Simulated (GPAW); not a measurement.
Computed results, one entry a study.

A GW chain in GPAW: GaP (F-43m). Symmetry: F-43m, No. 216, cubic system. The conventional cell has a = 5.450 Å, b = 5.450 Å, c = 5.450 Å, α = 90.00°, β = 90.00°, γ = 90.00°. Nearest to Ga lie 4 P at 2.36 Å. Nearest to P lie 4 Ga at 2.36 Å. Farther neighbours, and contacts between anions beyond the nearest, are not listed. The calculation used DFT, LDA, plane waves, PAW (and 1 further level or step) in GPAW 26.7.0, with cutoff 450 eV, GPAW PAW setups 1.2.1 data release, 4×4×4 k-mesh, nbands 178. The LDA gap is 1.46 eV, indirect. The G0W0 gap on the mesh is 2.22 eV. The G0W0 gap over the zone (rigid shift) is 2.17 eV. The GW settings are 4×4×4 mesh, 168 bands, screening to 150 eV, Godby-Needs plasmon pole and the known limits are short of the basis limit; no spin-orbit coupling; coarse k mesh. It took 4 runs, 41 s in all on 4 MPI ranks of Arm Neoverse V1, shared host. G0W0 moves the gap on the mesh from 1.51 eV to 2.22 eV (+0.71 eV), with Z of 0.78 and 0.80 at the edges. The mesh misses the band edges by 0.05 eV in all; a rigid shift gives 2.17 eV for the zone. The cell and positions come from the Crystallography Open Database and are kept as given unless a step says otherwise. Limits: no spin-orbit coupling. The 4×4×4 mesh is coarse for this cell, which bears on the long-range parts of exchange and screening.

```xyz
2
Lattice="0.0000 2.7252 2.7252 2.7252 0.0000 2.7252 2.7252 2.7252 0.0000" Properties=species:S:1:pos:R:3 pbc="T T T"
Ga    0.0000    0.0000    0.0000
P     1.3626    1.3626    1.3626
```

[Long decimals in the printed logs are rounded to 6 places.]

[Logs are printed without paths, hosts, clocks, repeated set-up lines and the standing remarks that a program may print on its own settings, such as how far it seeks lower states.]

[Paths, hosts, dates, memory and timing lines, banners, echoed tables and standing remarks are left out of the program output; an Ansatz launch command may be rebuilt from the run's recorded settings. Measured values are a selection of at most five: reports struck by readers or far from the other reports are left out. None is set beside runs whose start may be inverted or whose files or cutoffs have a known fault.]

[Runs of the session that timed out or met a known fault of the program may be left out.]

[Hosts, paths, dates, database ids (printed as entryN), source tags and the programs' standing remarks are cut or masked in the printed files.]

[Where the starting crystal was built by hand or by swapping elements, it need not be the compound's stable phase.]
